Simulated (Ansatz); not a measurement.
# Y on Cu(110): change of the work function, part 4 of 5

Aim: the work function of Cu(110) at several coverages of Y (longbridge site), and the dipole that each adsorbate carries.

Ansatz 0.2.0; plane-wave DFT, PBE, Ansatz PAW (the session's first sound run).

So far, work function, upper face (eV): step 2 (the clean slab, PBE) 4.35; step 3 (adsorbate added, coverage 0.25 ML, PBE) 2.64; step 4 (the covered slab, coverage 0.5 ML, PBE) 2.53; step 6 (the 0.25 ML cell at another level of theory, cutoff 420 eV, functional revpbe) 2.51.

## 7. The 0.25 ML cell at another level of theory, cutoff 420 eV, functional RPBE

This step: plane-wave DFT, RPBE, Ansatz PAW (Ansatz 0.2.0).

The geometry is kept and the functional is RPBE.

input.yaml

```yaml
crystal:
  lattice:
    - [7.22, 0.0, 0.0]
    - [0.0, 5.1053109602, 0.0]
    - [0.0, 0.0, 25.9091056681]
  atoms:
    - { symbol: Cu, position: [0.0, 0.0, 0.3473682232] }
    - { symbol: Cu, position: [0.25, 0.25, 0.3966299675] }
    - { symbol: Cu, position: [0.0017148617, 0.0, 0.4457431275] }
    - { symbol: Cu, position: [0.25, 0.2448874245, 0.5003044274] }
    - { symbol: Cu, position: [-0.0404275915, 0.0, 0.5420952194] }
    - { symbol: Cu, position: [0.0, 0.5, 0.3473682232] }
    - { symbol: Cu, position: [0.25, 0.75, 0.3966299675] }
    - { symbol: Cu, position: [0.0083676706, 0.5, 0.4470222407] }
    - { symbol: Cu, position: [0.25, 0.7551125755, 0.5003044274] }
    - { symbol: Cu, position: [0.0085375147, 0.5, 0.5489229751] }
    - { symbol: Cu, position: [0.5, 0.0, 0.3473682232] }
    - { symbol: Cu, position: [0.75, 0.25, 0.3966299675] }
    - { symbol: Cu, position: [0.4982851383, 0.0, 0.4457431275] }
    - { symbol: Cu, position: [0.75, 0.2650336048, 0.4935772255] }
    - { symbol: Cu, position: [0.5404275915, 0.0, 0.5420952194] }
    - { symbol: Cu, position: [0.5, 0.5, 0.3473682232] }
    - { symbol: Cu, position: [0.75, 0.75, 0.3966299675] }
    - { symbol: Cu, position: [0.4916323294, 0.5, 0.4470222407] }
    - { symbol: Cu, position: [0.75, 0.7349663952, 0.4935772255] }
    - { symbol: Cu, position: [0.4914624853, 0.5, 0.5489229751] }
    - { symbol: "Y", position: [0.25, 0.0, 0.6012632485] }
kpoints:
  mp_grid: { grid: [4, 6, 1] }
hamiltonian:
  xc: rpbe
scf:
  occupations: { method: fermi_dirac, width: 0.1 }
  convergence: { dr2_threshold: 1.0e-08 }
efield:
  axis: 3
  dipole_correction: true
  ramp_position: 0.97
  ramp_width: 0.06
output:
  write_potential: true
  write_density: true
  volumetric_format: npy
```

On the command line:

```sh
$ ansatz run input.yaml --threads 4 --pin off --max-ram 12288MiB --backend cpu --events-out ev --progress --plain --runs-dir out
```

Numbers of over 12 decimals in the logs are rounded to 6 here.

Output:

```text
[...]
Crystal: 21 atoms, lattice volume = 955.019 Å³
Basis set: ecut = 420 eV, 18671 PW (Γ)
Bands: 235, of which v1, the nominal top of the filled ones, is band 196 counted from 1 (195 counted from 0)
Symmetry: 4 space group operations
[...]
k-points: 12 of 24
[...]
SCF iter   1: F=—  HF=-136456.634352 eV  |F-HF|=—  |Δ(HF+E_count)|=         —  Δρ=5.54e-3  dr2=2.52e-1  ethr=1.77e-3  p=0.320 e·Å  D=6.05e-2 V/Å  ΔV_dip=-1.57 eV  dr2_dipole=4.39e-2  V_vac-E_F(+/−)=2.61/4.18 eV  ⟨swp⟩=9.2  Hψ=12480  notcnv=0  defer=112
[...]
SCF iter  13: F=-136456.642307 eV  HF=-136456.642307 eV  |F-HF|=1.77e-8  |Δ(HF+E_count)|=   5.37e-8  Δρ=1.02e-6  dr2=8.70e-9  ethr=2.56e-12  p=0.354 e·Å  D=6.72e-2 V/Å  ΔV_dip=-1.74 eV  dr2_dipole=1.50e-12  V_vac-E_F(+/−)=2.50/4.24 eV  ⟨swp⟩=14.1  Hψ=13550  notcnv=0
SCF 1 converged in 13 iterations: F = -136456.642307 eV  dr2 = 8.70e-9
[...]
SCF converged after 13 iterations
Free energy (F): -136456.642307 eV
[...]
Internal energy: -136456.327114 eV  (E = F + TS)
E sigma→0 (E₀):  -136456.484710 eV
Entropy (-TS):   -0.315193 eV (-15.009 meV/atom)
Fermi energy:    2.146499 eV
Dipole field:    D = 0.067159 V/Å  (p = 0.354449 e·Å, saw-weighted, corrected)
Work function:   Φ+ = 2.5044 eV   Φ− = 4.2444 eV
[...]
--- Band table (eV; the first three rows and the last of 12) ---
  k-point 0: bands = [... 192 lower, 1.8446, 2.0002, 2.0486, 2.1298, 2.2274, 2.5154, 2.5362, 2.7293, ... 35 higher]
  k-point 1: bands = [... 192 lower, 1.3024, 1.7125, 1.8843, 1.9578, 2.0823, 2.6097, 2.7738, 3.0545, ... 35 higher]
  k-point 2: bands = [... 192 lower, 1.3168, 1.4306, 1.6662, 1.8542, 2.3299, 2.3539, 2.8252, 2.8777, ... 35 higher]
  k-point 11: bands = [... 192 lower, 1.8191, 1.8868, 1.9301, 1.9646, 2.8759, 2.8848, 3.0998, 3.4180, ... 35 higher]
```

It took 2.6 min on 4 threads of Arm Neoverse V2, shared host; peak memory 5.4 GiB.

Numbers from this step:

```yaml
energy_at_zero_smearing: -136456.4847 eV
work_function_upper_face: 2.504 eV
work_function_lower_face: 4.244 eV
dipole_along_the_normal: 0.3544 e·Å
step_between_the_vacuum_levels: -1.740 eV
```

The work function comes to 2.50 eV, -0.14 eV from the first level.

## 8. The 0.25 ML cell at another level of theory, cutoff 500 eV, functional r2SCAN

This step: plane-wave DFT, r2SCAN, Ansatz PAW (Ansatz 0.2.0).

The geometry is kept and the functional is r2SCAN; other changes against the main runs: cutoff 420 → 500.

input.yaml: that of step 7 with these lines changed.

```diff
@@ -30,3 +30,3 @@
 hamiltonian:
-  xc: rpbe
+  xc: r2scan
 scf:
```

Output:

```text
[...]
Crystal: 21 atoms, lattice volume = 955.019 Å³
Basis set: ecut = 500 eV, 24251 PW (Γ), exchange–correlation on 216×160×768 points (64 copies of the dense FFT grid, shifted against one another)
Bands: 235, of which v1, the nominal top of the filled ones, is band 196 counted from 1 (195 counted from 0)
Symmetry: 4 space group operations
[...]
k-point 0: bands = [... 192 lower, 1.6510, 1.8066, 1.8779, 1.9544, 2.0672, 2.3368, 2.3793, 2.5945, ... 35 higher]
  k-point 1: bands = [... 192 lower, 1.0792, 1.5169, 1.6964, 1.7856, 1.9003, 2.4430, 2.6314, 2.9555, ... 35 higher]
  k-point 2: bands = [... 192 lower, 1.0947, 1.2187, 1.4603, 1.6759, 2.1660, 2.1807, 2.7106, 2.7390, ... 35 higher]
  k-point 11: bands = [... 192 lower, 1.6432, 1.7013, 1.7279, 1.7585, 2.7440, 2.7588, 3.0233, 3.3265, ... 35 higher]
[key lines of the parts left out:]
SCF converged after 18 iterations
Free energy (F): -136476.158746 eV
Fermi energy:    1.970010 eV
Dipole field:    D = 0.070879 V/Å  (p = 0.374085 e·Å, saw-weighted, corrected)
Work function:   Φ+ = 2.5692 eV   Φ− = 4.4056 eV
```

Run time: 6.3 min. Hardware: 4 threads; peak memory 7.9 GiB.

The work function comes to 2.57 eV, -0.07 eV from the first level.

## 9. Side by side

Times are for 4 threads of Arm Neoverse V2, shared host. Results by setting:

```tsv
no.	functional	work function, upper face (eV)	dipole along the normal (e·Å)	time	memory (GiB)
1	revpbe	2.508	0.3578	2.5 min	5.4
2	rpbe	2.504	0.3544	2.6 min	5.4
3	r2scan	2.569	0.3741	6.3 min	7.9
```

## 10. The same run with other settings: basis.xc_grid = 1 and kpoints.mp_grid.grid = [6, 9, 1]

This step: plane-wave DFT, PBE, Ansatz PAW (Ansatz 0.2.0).

System of this step: YCu10 (Y/Cu(110)). The cell holds 22 atoms: 20 Cu and 2 Y. Its edges and angles: a = 7.220 Å, b = 5.105 Å, c = 25.909 Å, α = 90.0°, β = 90.0°, γ = 90.0°. Vacuum lies along c.

A run with a changed input: it repeats the earlier run at 0.5 ML with basis.xc_grid to 1 and kpoints.mp_grid.grid from [4, 6, 1] to [6, 9, 1].

input.yaml

```yaml
crystal:
  lattice:
    - [7.22, 0.0, 0.0]
    - [0.0, 5.1053109602, 0.0]
    - [0.0, 0.0, 25.9091056681]
  atoms:
    - { symbol: Cu, position: [0.0, 0.0, 0.3473682232] }
    - { symbol: Cu, position: [0.25, 0.25, 0.3966299675] }
    - { symbol: Cu, position: [0.0, 0.0, 0.4457596541] }
    - { symbol: Cu, position: [0.25, 0.25, 0.4973653834] }
    - { symbol: Cu, position: [0.0, 0.0, 0.5422895001] }
    - { symbol: Cu, position: [0.0, 0.5, 0.3473682232] }
    - { symbol: Cu, position: [0.25, 0.75, 0.3966299675] }
    - { symbol: Cu, position: [0.0, 0.5, 0.4457596541] }
    - { symbol: Cu, position: [0.25, 0.75, 0.4973653834] }
    - { symbol: Cu, position: [0.0, 0.5, 0.5422895001] }
    - { symbol: Cu, position: [0.5, 0.0, 0.3473682232] }
    - { symbol: Cu, position: [0.75, 0.25, 0.3966299675] }
    - { symbol: Cu, position: [0.5, 0.0, 0.4457596541] }
    - { symbol: Cu, position: [0.75, 0.25, 0.4973653834] }
    - { symbol: Cu, position: [0.5, 0.0, 0.5422895001] }
    - { symbol: Cu, position: [0.5, 0.5, 0.3473682232] }
    - { symbol: Cu, position: [0.75, 0.75, 0.3966299675] }
    - { symbol: Cu, position: [0.5, 0.5, 0.4457596541] }
    - { symbol: Cu, position: [0.75, 0.75, 0.4973653834] }
    - { symbol: Cu, position: [0.5, 0.5, 0.5422895001] }
    - { symbol: "Y", position: [0.25, 0.0, 0.6526317768] }
    - { symbol: "Y", position: [0.75, 0.5, 0.6526317768] }
kpoints:
  mp_grid: { grid: [6, 9, 1] }
hamiltonian:
  xc: pbe
scf:
  occupations: { method: fermi_dirac, width: 0.1 }
  convergence: { dr2_threshold: 1.0e-08 }
efield:
  axis: 3
  dipole_correction: true
  ramp_position: 0.97
  ramp_width: 0.06
relax:
  f_tol: 0.02
  max_steps: 60
  constraints: [{ sites: [0, 1, 5, 6, 10, 11, 15, 16] }]
output:
  bader: true
  dos: { projected: true, e_range: [-8, 4] }
  write_potential: true
  write_density: true
  volumetric_format: npy
basis:
  xc_grid: 1
```

Output:

```text
[...]
Crystal: 22 atoms, lattice volume = 955.019 Å³
Basis set: ecut = 420 eV, 18671 PW (Γ)
Bands: 242, of which v1, the nominal top of the filled ones, is band 201 counted from 1 (200 counted from 0)
Symmetry: 8 space group operations
[...]
k-points: 20 of 54
[...]
SCF iter   1: F=—  HF=-140191.654346 eV  |F-HF|=—  |Δ(HF+E_count)|=         —  Δρ=4.39e-3  dr2=4.09e0  ethr=1.77e-3  p=0.128 e·Å  D=2.42e-2 V/Å  ΔV_dip=-0.63 eV  dr2_dipole=2.26e0  V_vac-E_F(+/−)=3.43/4.06 eV  ⟨swp⟩=8.6  Hψ=21093  notcnv=0  defer=125
[...]
SCF iter  14: F=-140191.583605 eV  HF=-140191.583605 eV  |F-HF|=3.29e-9  |Δ(HF+E_count)|=   1.54e-8  Δρ=6.53e-7  dr2=8.85e-9  ethr=2.49e-12  p=0.209 e·Å  D=3.96e-2 V/Å  ΔV_dip=-1.03 eV  dr2_dipole=2.14e-10  V_vac-E_F(+/−)=3.19/4.22 eV  ⟨swp⟩=16.8  Hψ=34569  notcnv=0
SCF 1 converged in 14 iterations: F = -140191.583605 eV  dr2 = 8.85e-9
[...]
relax step   1: F+E_penalty+E_count = -140191.58360490 eV  Δ(F+E_penalty+E_count) = +0.000e0 eV  max|allowed force component| = 1.541e0 eV/Å  Δτ_max = 0.0000 Å  (14 SCF iters, accepted)
[...]
SCF iter  13: F=-140192.285702 eV  HF=-140192.285702 eV  |F-HF|=8.61e-9  |Δ(HF+E_count)|=   2.49e-8  Δρ=8.98e-7  dr2=8.64e-9  ethr=2.49e-12  p=0.213 e·Å  D=4.03e-2 V/Å  ΔV_dip=-1.05 eV  dr2_dipole=3.42e-10  V_vac-E_F(+/−)=3.19/4.24 eV  ⟨swp⟩=13.2  Hψ=36493  notcnv=0
SCF 2 converged in 13 iterations: F = -140192.285702 eV  dr2 = 8.64e-9
[...]
relax step   2: F+E_penalty+E_count = -140192.28570179 eV  Δ(F+E_penalty+E_count) = -7.021e-1 eV  max|allowed force component| = 1.626e0 eV/Å  Δτ_max = 0.1985 Å  (13 SCF iters, accepted)
SCF iter   1: F=—  HF=-140193.088350 eV  |F-HF|=—  |Δ(HF+E_count)|=         —  Δρ=3.97e-3  dr2=1.86e-1  ethr=3.95e-4  p=0.213 e·Å  D=4.03e-2 V/Å  ΔV_dip=-1.05 eV  dr2_dipole=9.74e-3  V_vac-E_F(+/−)=3.21/4.25 eV  ⟨swp⟩=5.2  Hψ=11458  notcnv=0  defer=296
[...]
SCF iter  14: F=-140193.055205 eV  HF=-140193.055205 eV  |F-HF|=1.86e-9  |Δ(HF+E_count)|=   4.78e-8  Δρ=6.89e-7  dr2=5.08e-9  ethr=2.49e-12  p=0.224 e·Å  D=4.25e-2 V/Å  ΔV_dip=-1.10 eV  dr2_dipole=1.66e-10  V_vac-E_F(+/−)=3.17/4.27 eV  ⟨swp⟩=11.9  Hψ=35411  notcnv=0
SCF 3 converged in 14 iterations: F = -140193.055205 eV  dr2 = 5.08e-9
relax step   3: F+E_penalty+E_count = -140193.05520483 eV  Δ(F+E_penalty+E_count) = -7.695e-1 eV  max|allowed force component| = 1.565e0 eV/Å  Δτ_max = 0.1937 Å  (14 SCF iters, accepted)
[...]
relax step   4: F+E_penalty+E_count = -140193.71734260 eV  Δ(F+E_penalty+E_count) = -6.621e-1 eV  max|allowed force component| = 1.242e0 eV/Å  Δτ_max = 0.1952 Å  (14 SCF iters, accepted)
[...]
relax step   5: F+E_penalty+E_count = -140194.18172107 eV  Δ(F+E_penalty+E_count) = -4.644e-1 eV  max|allowed force component| = 7.073e-1 eV/Å  Δτ_max = 0.1950 Å  (14 SCF iters, accepted)
[...]
relax step   6: F+E_penalty+E_count = -140194.59182014 eV  Δ(F+E_penalty+E_count) = -4.101e-1 eV  max|allowed force component| = 5.143e-1 eV/Å  Δτ_max = 0.2000 Å  (15 SCF iters, accepted)
[...]
relax step   7: F+E_penalty+E_count = -140194.88867080 eV  Δ(F+E_penalty+E_count) = -2.969e-1 eV  max|allowed force component| = 2.284e-1 eV/Å  Δτ_max = 0.1962 Å  (15 SCF iters, accepted)
[...]
relax step   8: F+E_penalty+E_count = -140194.96062732 eV  Δ(F+E_penalty+E_count) = -7.196e-2 eV  max|allowed force component| = 2.942e-1 eV/Å  Δτ_max = 0.1952 Å  (14 SCF iters, accepted)
[...]
relax step   9: F+E_penalty+E_count = -140194.99030285 eV  Δ(F+E_penalty+E_count) = -2.968e-2 eV  max|allowed force component| = 6.421e-2 eV/Å  Δτ_max = 0.0562 Å  (13 SCF iters, accepted)
SCF iter   1: F=—  HF=-140194.999854 eV  |F-HF|=—  |Δ(HF+E_count)|=         —  Δρ=1.30e-3  dr2=2.12e-2  ethr=3.69e-5  p=0.392 e·Å  D=7.42e-2 V/Å  ΔV_dip=-1.92 eV  dr2_dipole=4.52e-3  V_vac-E_F(+/−)=2.55/4.47 eV  ⟨swp⟩=3.0  Hψ=8950  notcnv=0  defer=364
[...]
SCF iter  11: F=-140194.994469 eV  HF=-140194.994469 eV  |F-HF|=1.05e-8  |Δ(HF+E_count)|=   4.11e-8  Δρ=1.03e-6  dr2=9.76e-9  ethr=2.49e-12  p=0.394 e·Å  D=7.47e-2 V/Å  ΔV_dip=-1.94 eV  dr2_dipole=1.19e-12  V_vac-E_F(+/−)=2.54/4.48 eV  ⟨swp⟩=11.2  Hψ=35748  notcnv=0
SCF 10 converged in 11 iterations: F = -140194.994469 eV  dr2 = 9.76e-9
relax step  10: F+E_penalty+E_count = -140194.99446909 eV  Δ(F+E_penalty+E_count) = -4.166e-3 eV  max|allowed force component| = 8.730e-3 eV/Å  Δτ_max = 0.0278 Å  (11 SCF iters, accepted)
[...]
SCF converged after 11 iterations
Free energy (F): -140194.994469 eV
[...]
Internal energy: -140194.653238 eV  (E = F + TS)
E sigma→0 (E₀):  -140194.823854 eV
Entropy (-TS):   -0.341231 eV (-15.511 meV/atom)
Fermi energy:    2.492773 eV
Dipole field:    D = 0.074717 V/Å  (p = 0.394338 e·Å, saw-weighted, corrected)
Work function:   Φ+ = 2.5419 eV   Φ− = 4.4778 eV
[...]
--- Forces (eV/Å), atoms counted from 1 ---
  atom   1  Cu     0.00299234     0.00000000     0.37571502
  atom   2  Cu    -0.00000000    -0.05788092    -0.37378263
  atom   3  Cu    -0.00224860    -0.00000000    -0.00873042
  atom   4  Cu    -0.00000000    -0.00309952    -0.00055873
  atom   5  Cu    -0.00001026     0.00000000     0.00494796
  atom   6  Cu    -0.00299234     0.00000000     0.37571502
  atom   7  Cu    -0.00000000     0.05788092    -0.37378263
  atom   8  Cu     0.00224860     0.00000000    -0.00873042
  atom   9  Cu    -0.00000000     0.00309952    -0.00055873
  atom  10  Cu     0.00001026     0.00000000     0.00494796
  atom  11  Cu    -0.00299234     0.00000000     0.37571502
  atom  12  Cu    -0.00000000     0.05788092    -0.37378263
  atom  13  Cu     0.00224860     0.00000000    -0.00873042
  atom  14  Cu    -0.00000000     0.00309952    -0.00055873
  atom  15  Cu     0.00001026     0.00000000     0.00494796
  atom  16  Cu     0.00299234     0.00000000     0.37571502
  atom  17  Cu    -0.00000000    -0.05788092    -0.37378263
  atom  18  Cu    -0.00224860    -0.00000000    -0.00873042
  atom  19  Cu    -0.00000000    -0.00309952    -0.00055873
  atom  20  Cu    -0.00001026     0.00000000     0.00494796
  atom  21  Y      0.00000000     0.00000000     0.00505405
  atom  22  Y      0.00000000     0.00000000     0.00505405
  max |Σ_I F_I| component: 4.73e-4 eV/Å
--- Band table (eV; the first three rows and the last of 20) ---
  k-point 0: bands = [... 197 lower, 2.0792, 2.2991, 2.3034, 2.3046, 2.4218, 2.6386, 2.8867, 2.9109, ... 37 higher]
  k-point 1: bands = [... 197 lower, 1.8825, 1.9858, 2.1164, 2.1965, 2.4647, 2.8695, 2.8786, 2.9258, ... 37 higher]
  k-point 2: bands = [... 197 lower, 1.7441, 1.7787, 1.9976, 2.1664, 2.5537, 2.5869, 2.9029, 2.9151, ... 37 higher]
  k-point 19: bands = [... 197 lower, 1.6679, 2.0809, 2.0809, 2.8280, 2.8280, 2.9549, 2.9549, 3.3046, ... 37 higher]
--- Relaxed structure (10 steps of the walk, 10 accepted, 0 SCFs on fresh bases) ---
  F+E_penalty+E_count = -140194.99446909 eV   max|allowed force component| = 8.730e-3 eV/Å
  atoms:
    - { symbol: Cu, position: [0.0, 0.0, 0.3473682232] }
    - { symbol: Cu, position: [0.25, 0.25, 0.3966299675] }
    - { symbol: Cu, position: [-0.00503244, 0, 0.447511] }
    - { symbol: Cu, position: [0.25, 0.234848, 0.494857] }
    - { symbol: Cu, position: [-0.068788, 0, 0.553485] }
    - { symbol: Cu, position: [0.0, 0.5, 0.3473682232] }
    - { symbol: Cu, position: [0.25, 0.750000, 0.3966299675] }
    - { symbol: Cu, position: [0.00503244, 0.5, 0.447511] }
    - { symbol: Cu, position: [0.25, 0.765152, 0.494857] }
    - { symbol: Cu, position: [0.068788, 0.5, 0.553485] }
    - { symbol: Cu, position: [0.5, 0.0, 0.3473682232] }
    - { symbol: Cu, position: [0.750000, 0.25, 0.3966299675] }
    - { symbol: Cu, position: [0.505032, 0, 0.447511] }
    - { symbol: Cu, position: [0.750000, 0.265152, 0.494857] }
    - { symbol: Cu, position: [0.568788, 0, 0.553485] }
    - { symbol: Cu, position: [0.5, 0.5, 0.3473682232] }
    - { symbol: Cu, position: [0.750000, 0.750000, 0.3966299675] }
    - { symbol: Cu, position: [0.494968, 0.5, 0.447511] }
    - { symbol: Cu, position: [0.750000, 0.734848, 0.494857] }
    - { symbol: Cu, position: [0.431212, 0.5, 0.553485] }
    - { symbol: Y, position: [0.25, 0, 0.602082] }
    - { symbol: Y, position: [0.750000, 0.5, 0.602082] }
--- Bader charges: 22 sites ---
  site symbol  charge [e]  shift [e]
     0     Cu     -0.0007     0.0002
     1     Cu     -0.0112     0.0002
     2     Cu      0.0231     0.0002
     3     Cu     -0.1127     0.0002
     4     Cu     -0.5897     0.0001
     5     Cu     -0.0007     0.0002
     6     Cu     -0.0112     0.0002
     7     Cu      0.0231     0.0002
     8     Cu     -0.1127     0.0002
     9     Cu     -0.5897     0.0001
    10     Cu     -0.0007     0.0002
    11     Cu     -0.0113     0.0002
    12     Cu      0.0231     0.0002
    13     Cu     -0.1127     0.0002
    14     Cu     -0.5897     0.0001
    15     Cu     -0.0007     0.0002
    16     Cu     -0.0112     0.0002
    17     Cu      0.0231     0.0002
    18     Cu     -0.1127     0.0002
    19     Cu     -0.5897     0.0001
    20      Y      1.3826     0.0001
    21      Y      1.3826     0.0001
  estimated error of the sums over rays = 4.6e-4 e
```

Wall time 37 min (4 threads); peak memory 6.9 GiB; 2.4 h of CPU time.

[end of part 4 of 5]

[Logs are printed without paths, hosts, clocks, repeated set-up lines and the standing remarks that a program may print on its own settings, such as how far it seeks lower states.]

[Hosts, paths, dates, database ids (printed as entryN), source tags and the programs' standing remarks are cut or masked in the printed files.]

[Maps of the electrostatic potential energy from Ansatz leave out the sawtooth potential of an applied field or a dipole correction, so their vacuum need not be flat; planar profiles and work functions include it.]
